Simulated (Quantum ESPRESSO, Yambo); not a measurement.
**NbInO4 (P2/c): G0W0 in Yambo against the bands**

How does the gap of NbInO4 (P2/c) converge in the bands?

Method: LDA and many-body steps on it, plane waves, in Yambo 5.3.0.

### 1. Set-up

It takes space group P2/c (No. 13, monoclinic). Conventional cell: a = 4.835 Å, b = 5.771 Å, c = 5.144 Å, α = 90.00°, β = 91.13°, γ = 90.00°. Nb has 6 O at 1.88 to 2.13 Å nearest. Nearest to In lie 6 O at 2.11 to 2.23 Å. Nearest to O lie 1 Nb at 1.88 Å and 2 In at 2.14 to 2.23 Å. Nearest to O lie 2 Nb at 1.97 to 2.13 Å and 1 In at 2.11 Å. Farther neighbours and most contacts between anions are not listed.

As a file:

```cif
data_structure
_symmetry_space_group_name_H-M 'P 1'
_symmetry_Int_Tables_number 1
_cell_length_a 4.8355
_cell_length_b 5.7709
_cell_length_c 5.1440
_cell_angle_alpha 90.000
_cell_angle_beta 91.130
_cell_angle_gamma 90.000
_cell_volume 143.52
loop_
_atom_site_label
_atom_site_type_symbol
_atom_site_fract_x
_atom_site_fract_y
_atom_site_fract_z
_atom_site_occupancy
Nb1 Nb 0.00000 0.17474 0.25000 1
Nb2 Nb 0.00000 0.82526 0.75000 1
In3 In 0.50000 0.67878 0.25000 1
In4 In 0.50000 0.32122 0.75000 1
O5 O 0.26112 0.62117 0.90081 1
O6 O 0.73888 0.62117 0.59919 1
O7 O 0.73888 0.37883 0.09919 1
O8 O 0.26112 0.37883 0.40081 1
O9 O 0.21279 0.89587 0.43605 1
O10 O 0.78721 0.89587 0.06395 1
O11 O 0.78721 0.10413 0.56395 1
O12 O 0.21279 0.10413 0.93605 1
```

Geometry: measured (diffraction); atoms relaxed with LDA. The runs that relaxed it are not among those shown.

### 2. 74 bands

This step: Yambo 5.3.0; G0W0 on LDA, plane waves, norm-conserving pseudopotentials.

Now the one-shot GW correction: screening in the RPA, then the self-energy of the levels asked for.

gw1.in

```
HF_and_locXC
gw0
dyson
ppa
em1d
rim_cut
RandQpts= 1000000
RandGvec= 1 RL
EXXRLvcs= 80 Ry
VXCRLvcs= 320 Ry
Chimod= "HARTREE"
% BndsRnXp
 1 | 74 |
%
NGsBlkXp= 6.5 Ry
% LongDrXp
 1 | 1 | 1 |
%
% GbndRnge
 1 | 74 |
%
DysSolver= "n"
ExtendOut
PPAPntXp= 27.21138 eV
% QPkrange
 9 | 9 | 57 | 60 |
 6 | 6 | 57 | 60 |
 1 | 1 | 57 | 60 |
%
```

Run with:

```
$ OMP_NUM_THREADS=2 mpirun -n 4 yambo -F gw1.in -J gw1 -C gw1 > gw1.log
```

Output:

```text
 Yambo, version 5.3.0

 [02] CORE Variables Setup
 =========================

  [... cell, symmetries and grids as in the set-up ...]

  [02.05] Energies & Occupations
  ==============================

  [X] === General ===
  [X] Electronic Temperature                        :  0.000000  0.000000 [eV K]
  [X] Bosonic    Temperature                        :  0.000000  0.000000 [eV K]
  [X] Finite Temperature mode                       : no
  [X] El. density                                   :  0.80827E+24 [cm-3]
  [X] Fermi Level                                   :  9.541687 [eV]

  [X] === Gaps and Widths ===
  [X] Conduction Band Min                           :  3.307442 [eV]
  [X] Valence Band Max                              :  0.000000 [eV]
  [X] Filled Bands                                  :   58
  [X] Empty Bands                                   :    59   336
  [X] Direct Gap                                    :  3.431595 [eV]
  [X] Direct Gap localized at k                     :   6
  [X] Indirect Gap                                  :  3.307442 [eV]
  [X] Indirect Gap between kpts                     :   9   6
  [X] Last valence band width                       :  0.278764 [eV]
  [X] 1st conduction band width                     :  0.682528 [eV]

 [03] Transferred momenta grid and indexing
 ==========================================

 IBZ Q-points                                      :  12
 BZ  Q-points                                      :  16

 K/Q-points units:
 rlu = crystal or reduced units; cc = cartesian coordinates; iku = interal k-units

 Q [ 1]         [rlu]:  0.000000  0.000000  0.000000
 Q [ 2]         [rlu]: -0.96193E-18   0.0000     -0.50000
 Q [ 3]         [rlu]:  0.000000 -0.500000  0.000000
 Q [ 4]         [rlu]: -0.96193E-18 -0.50000     -0.50000
 Q [ 5]         [rlu]:  0.25000       0.0000      0.35538E-19
 Q [ 6]         [rlu]:  0.250000  0.000000 -0.500000
 Q [ 7]         [rlu]:  0.25000     -0.50000      0.35538E-19
 Q [ 8]         [rlu]:  0.250000 -0.500000 -0.500000
 Q [ 9]         [rlu]: -0.50000       0.0000     -0.71075E-19
 Q [10]         [rlu]:  0.500000  0.000000 -0.500000
 Q [11]         [rlu]: -0.50000     -0.50000     -0.71075E-19
 Q [12]         [rlu]:  0.500000  0.500000 -0.500000

 [04] Coloumb potential Random Integration (RIM)
 ===============================================

  [04.01] RIM initialization
  ==========================

  * Diagonal components only detected *

  8 x (sBL volume)        :  0.128059 [a.u.]
  sBZ random points       :  1000000
  Points outside the sBZ  :   7991612
  RL volume               :  0.256119 [a.u.]
  Integrated volume       :  0.256388 [a.u.]

  [04.02] RIM integrals
  =====================

  Gamma point sphere radius             :  0.091430 [a.u.]
  Points outside the sphere             :   800999
  [Int_sBZ(q=0) 1/q^2]*(Vol_sBZ)^(-1/3) =:  7.394754
                                 should be <:  7.795600

  Summary of Coulomb integrals for non-metallic bands |Q|[au] RIM/Bare

  Q [1] 0.100000E-4 0.948581 * Q [5] 0.171935 0.778806
  Q [3] 0.288076 1.095968 * Q [2] 0.323247 1.157035
  Q [7] 0.335484 1.039545 * Q [9] 0.343870 0.933137
  Q [6] 0.363123 1.088725 * Q [4] 0.432986 1.088402
  Q [11] 0.448592 0.995617 * Q [8] 0.463515 1.060313
  Q [10] 0.467280 1.017899 * Q [12] 0.548943 1.021118

 [05] Dipoles
 ============

  [05.01] Setup: observables and procedures
  =========================================

  [WARNING] [x,Vnl] slows the Dipoles computation. To neglect it rename the ns.kb_pp file

 [06] Dynamic Dielectric Matrix (PPA)
 ====================================

 [WR./gw1//ndb.pp]---------------------------------------------------------------
  Brillouin Zone Q/K grids (IBZ/BZ)                :  12  16  12  16
  RL vectors                                       :  13917 [WF]
  Coulomb cutoff potential                         : none
  Electronic Temperature                           :  0.000000 [K]
  Bosonic    Temperature                           :  0.000000 [K]
  PPA    diel. fun.  energies                      : Slater exchange(X)+Perdew & Wang(C)
  wavefunctions                                    : Slater exchange(X)+Perdew & Wang(C)
  Global Gauge                                     : length
  X matrix size                                    :  245
  X band range                                     :    1   74
  X e/h energy range                               : -1.000000 -1.000000 [eV]
  X Time ordering                                  : R
  X Hxc Kernel                                     : HARTREE
  X Drude frequency                                :  0.000000  0.000000
  X poles                                          :  100.0000 [o/o]
  RL vectors in the sum                            :  13917
  [r,Vnl] included                                 : yes
  Field direction                                  :  0.577350E-5  0.577350E-5  0.577350E-5
  BZ energy Double Grid                            : no
  BZ energy DbGd points                            : 0
  BZ Q point size factor                           : -1.000000
  X Optical Averaged directions                    : none

 [07] Local Exchange-Correlation + Non-Local Fock
 ================================================

 [VXC] Plane waves :   93599
 [EXS] Plane waves :  11705

 QP @ state[ 1 ] K range:  1  1
 QP @ state[ 1 ] b range:   57   60
 QP @ state[ 2 ] K range:   6   6
 QP @ state[ 2 ] b range:   57   60
 QP @ state[ 3 ] K range:   9   9
 QP @ state[ 3 ] b range:   57   60

 [xc] Functional : Slater exchange(X)+Perdew & Wang(C)
 [xc] LIBXC used to calculate xc functional
  PP Number of Atomic Species                      :  3
  NLCC RL compoments                               :   93599
  PP Number of Atomic Species                      :  3
  NLCC RL compoments                               :   93599

 [xc] E_xc :  -73.79323 [Ha]
      E_xc :  -147.5865 [Ry]

  Local XC kind (lXC) : Slater exchange(X)+Perdew & Wang(C)
  Non-Local XC kind (nlXC) : Hartree-Fock

  Corrections @ K [1] :  [eV]
 <57|nlXC|57> = -24.70742  0.49044E-17 <57|lXC|57> = -19.69931 -0.37763E-15
 <58|nlXC|58> = -24.78748  0.57946E-17 <58|lXC|58> = -19.63596 -0.12266E-22
 <59|nlXC|59> = -11.44653  0.74354E-18 <59|lXC|59> = -17.02165 -0.18882E-15
 <60|nlXC|60> = -11.81739  0.68088E-18 <60|lXC|60> = -17.13005 -0.50603E-20

  Corrections @ K [6] :  [eV]
 <57|nlXC|57> = -24.97069  0.71360E-17 <57|lXC|57> = -20.07728  0.64906E-16
 <58|nlXC|58> = -24.57928  0.32668E-17 <58|lXC|58> = -19.58510  0.94409E-16
[...]
Corrections @ K [9] :  [eV]
[...]
<58|nlXC|58> = -24.85462  0.22499E-16 <58|lXC|58> = -19.66624  0.14161E-15
 <59|nlXC|59> = -11.33478 -0.11937E-17 <59|lXC|59> = -17.60994  0.47204E-16
 <60|nlXC|60> = -11.58652 -0.57420E-18 <60|lXC|60> = -17.70901 -0.49053E-21

 [08] Dyson equation: Newton solver
 ==================================

  [08.01] G0W0 (W PPA)
  ====================

  [  GW  ] Bands range     :    1   74
  [GW/PPA] G damping       :  0.100000 [eV]

  QP @ state[ 1 ] K range:  1  1
  QP @ state[ 1 ] b range:   57   60
  QP @ state[ 2 ] K range:   6   6
  QP @ state[ 2 ] b range:   57   60
  QP @ state[ 3 ] K range:   9   9
  QP @ state[ 3 ] b range:   57   60

   Sc/G bands                                       :    1   74
   Sc/G damping                                     :  0.100000 ev
   Sc bands terminator                              : no
   Sx RL components                                 :  11705

   QP @ state[ 1 ] K range                          :  1  1
   QP @ state[ 1 ] b range                          :   57   60
   QP @ state[ 2 ] K range                          :   6   6
   QP @ state[ 2 ] b range                          :   57   60
   QP @ state[ 3 ] K range                          :   9   9
   QP @ state[ 3 ] b range                          :   57   60
   GF energies kind                                 : Slater exchange(X)+Perdew & Wang(C)
   GF WF`s kind                                     : Slater exchange(X)+Perdew & Wang(C)
   Xs energies kind                                 : Slater exchange(X)+Perdew & Wang(C)
   Xs WF`s kind                                     : Slater exchange(X)+Perdew & Wang(C)

 [11] Game Over & Game summary
```

The job ended after 29 s (4 MPI ranks of Arm Neoverse V2, shared host; peak memory 5.6 GiB).

Numbers from this step:

- G0W0 gap on the points computed: 5.861 eV
- starting gap on the mesh: 3.307 eV
- k of the valence top: -0.5, 0, 0
- k of the conduction bottom: 0.25, 0, -0.5
- least direct G0W0 gap on the computed points: 5.941 eV
- Z at the valence top: 0.7396
- Z at the conduction bottom: 0.8076

The gap on the mesh goes from 3.31 eV to 5.86 eV, a correction of +2.55 eV.

### 3. 92 bands

gw2.in, as its differences from gw1.in of step 2:

```diff
@@ -12,3 +12,3 @@
 % BndsRnXp
- 1 | 74 |
+ 1 | 92 |
 %
@@ -19,3 +19,3 @@
 % GbndRnge
- 1 | 74 |
+ 1 | 92 |
 %
```

Run with:

```
$ OMP_NUM_THREADS=2 mpirun -n 4 yambo -F gw2.in -J gw2 -C gw2 > gw2.log
```

Output:

```text
 Yambo, version 5.3.0

 [02] CORE Variables Setup
 =========================

  [... cell, symmetries and grids as in the set-up ...]

  [02.05] Energies & Occupations
  ==============================

  [X] === General ===
  [X] Electronic Temperature                        :  0.000000  0.000000 [eV K]
  [X] Bosonic    Temperature                        :  0.000000  0.000000 [eV K]
  [X] Finite Temperature mode                       : no
  [X] El. density                                   :  0.80827E+24 [cm-3]
  [X] Fermi Level                                   :  9.541687 [eV]

  [X] === Gaps and Widths ===
  [X] Conduction Band Min                           :  3.307442 [eV]
  [X] Valence Band Max                              :  0.000000 [eV]
  [X] Filled Bands                                  :   58
  [X] Empty Bands                                   :    59   336
  [X] Direct Gap                                    :  3.431595 [eV]
  [X] Direct Gap localized at k                     :   6
  [X] Indirect Gap                                  :  3.307442 [eV]
  [X] Indirect Gap between kpts                     :   9   6
  [X] Last valence band width                       :  0.278764 [eV]
  [X] 1st conduction band width                     :  0.682528 [eV]

 [03] Transferred momenta grid and indexing
 ==========================================

 IBZ Q-points                                      :  12
 BZ  Q-points                                      :  16

 K/Q-points units:
 rlu = crystal or reduced units; cc = cartesian coordinates; iku = interal k-units

 Q [ 1]         [rlu]:  0.000000  0.000000  0.000000
 Q [ 2]         [rlu]: -0.96193E-18   0.0000     -0.50000
 Q [ 3]         [rlu]:  0.000000 -0.500000  0.000000
[...]
[xc] E_xc :  -73.79323 [Ha]
      E_xc :  -147.5865 [Ry]

  Local XC kind (lXC) : Slater exchange(X)+Perdew & Wang(C)
  Non-Local XC kind (nlXC) : Hartree-Fock

  Corrections @ K [1] :  [eV]
 <57|nlXC|57> = -24.70742  0.49044E-17 <57|lXC|57> = -19.69931 -0.37763E-15
 <58|nlXC|58> = -24.78748  0.57946E-17 <58|lXC|58> = -19.63596 -0.12266E-22
 <59|nlXC|59> = -11.44653  0.74354E-18 <59|lXC|59> = -17.02165 -0.18882E-15
[...]
Corrections @ K [6] :  [eV]
[...]
Corrections @ K [9] :  [eV]
[...]
<59|nlXC|59> = -11.33478 -0.11937E-17 <59|lXC|59> = -17.60994  0.47204E-16
 <60|nlXC|60> = -11.58652 -0.57420E-18 <60|lXC|60> = -17.70901 -0.49053E-21

 [08] Dyson equation: Newton solver
 ==================================

  [08.01] G0W0 (W PPA)
  ====================

  [  GW  ] Bands range     :    1   92
  [GW/PPA] G damping       :  0.100000 [eV]

  QP @ state[ 1 ] K range:  1  1
  QP @ state[ 1 ] b range:   57   60
  QP @ state[ 2 ] K range:   6   6
  QP @ state[ 2 ] b range:   57   60
  QP @ state[ 3 ] K range:   9   9
  QP @ state[ 3 ] b range:   57   60

   Sc/G bands                                       :    1   92
   Sc/G damping                                     :  0.100000 ev
   Sc bands terminator                              : no
   Sx RL components                                 :  11705

   QP @ state[ 1 ] K range                          :  1  1
   QP @ state[ 1 ] b range                          :   57   60
   QP @ state[ 2 ] K range                          :   6   6
   QP @ state[ 2 ] b range                          :   57   60
   QP @ state[ 3 ] K range                          :   9   9
   QP @ state[ 3 ] b range                          :   57   60
   GF energies kind                                 : Slater exchange(X)+Perdew & Wang(C)
   GF WF`s kind                                     : Slater exchange(X)+Perdew & Wang(C)
   Xs energies kind                                 : Slater exchange(X)+Perdew & Wang(C)
   Xs WF`s kind                                     : Slater exchange(X)+Perdew & Wang(C)

 [11] Game Over & Game summary
```

Run time: 44 s. Hardware: 4 MPI ranks; peak memory 5.7 GiB; 5.2 min of CPU time.

This step gave:

* G0W0 gap on the points computed: 5.506 eV
* starting gap on the mesh: 3.307 eV
* k of the valence top: -0.5, 0, 0
* k of the conduction bottom: 0.25, 0, -0.5
* least direct G0W0 gap on the computed points: 5.600 eV
* Z at the valence top: 0.7600
* Z at the conduction bottom: 0.8175

Against the run before, the gap moves by −0.355 eV.

### 4. 128 bands

gw3.in, as its differences from gw2.in of step 3:

```diff
@@ -12,3 +12,3 @@
 % BndsRnXp
- 1 | 92 |
+ 1 | 128 |
 %
@@ -19,3 +19,3 @@
 % GbndRnge
- 1 | 92 |
+ 1 | 128 |
 %
```

Run with:

```
$ OMP_NUM_THREADS=2 mpirun -n 4 yambo -F gw3.in -J gw3 -C gw3 > gw3.log
```

Output:

```text
 Yambo, version 5.3.0

 [02] CORE Variables Setup
 =========================

  [... cell, symmetries and grids as in the set-up ...]

  [02.05] Energies & Occupations
  ==============================

  [X] === General ===
  [X] Electronic Temperature                        :  0.000000  0.000000 [eV K]
  [X] Bosonic    Temperature                        :  0.000000  0.000000 [eV K]
  [X] Finite Temperature mode                       : no
  [X] El. density                                   :  0.80827E+24 [cm-3]
[...]
QP @ state[ 1 ] b range                          :   57   60
   QP @ state[ 2 ] K range                          :   6   6
   QP @ state[ 2 ] b range                          :   57   60
   QP @ state[ 3 ] K range                          :   9   9
   QP @ state[ 3 ] b range                          :   57   60
   GF energies kind                                 : Slater exchange(X)+Perdew & Wang(C)
   GF WF`s kind                                     : Slater exchange(X)+Perdew & Wang(C)
   Xs energies kind                                 : Slater exchange(X)+Perdew & Wang(C)
   Xs WF`s kind                                     : Slater exchange(X)+Perdew & Wang(C)

 [11] Game Over & Game summary
```

Run time: 73 s. Hardware: 4 MPI ranks; peak memory 5.7 GiB.

This step gave:

* G0W0 gap on the points computed: 5.255 eV
* starting gap on the mesh: 3.307 eV
* k of the valence top: -0.5, 0, 0
* k of the conduction bottom: 0.25, 0, -0.5
* least direct G0W0 gap on the computed points: 5.349 eV

Against the run before, the gap moves by −0.251 eV.

[end of part 1 of 2]

[Paths, hosts, dates, memory and timing lines, banners, echoed tables and standing remarks are left out of the program output.]

[Logs are printed without paths, hosts, clocks, repeated set-up lines and the standing remarks that a program may print on its own settings, such as how far it seeks lower states.]

[Runs of the session that timed out or met a known fault of the program may be left out.]

[Hosts, paths, dates, database ids (printed as entryN), source tags and the programs' standing remarks are cut or masked in the printed files.]
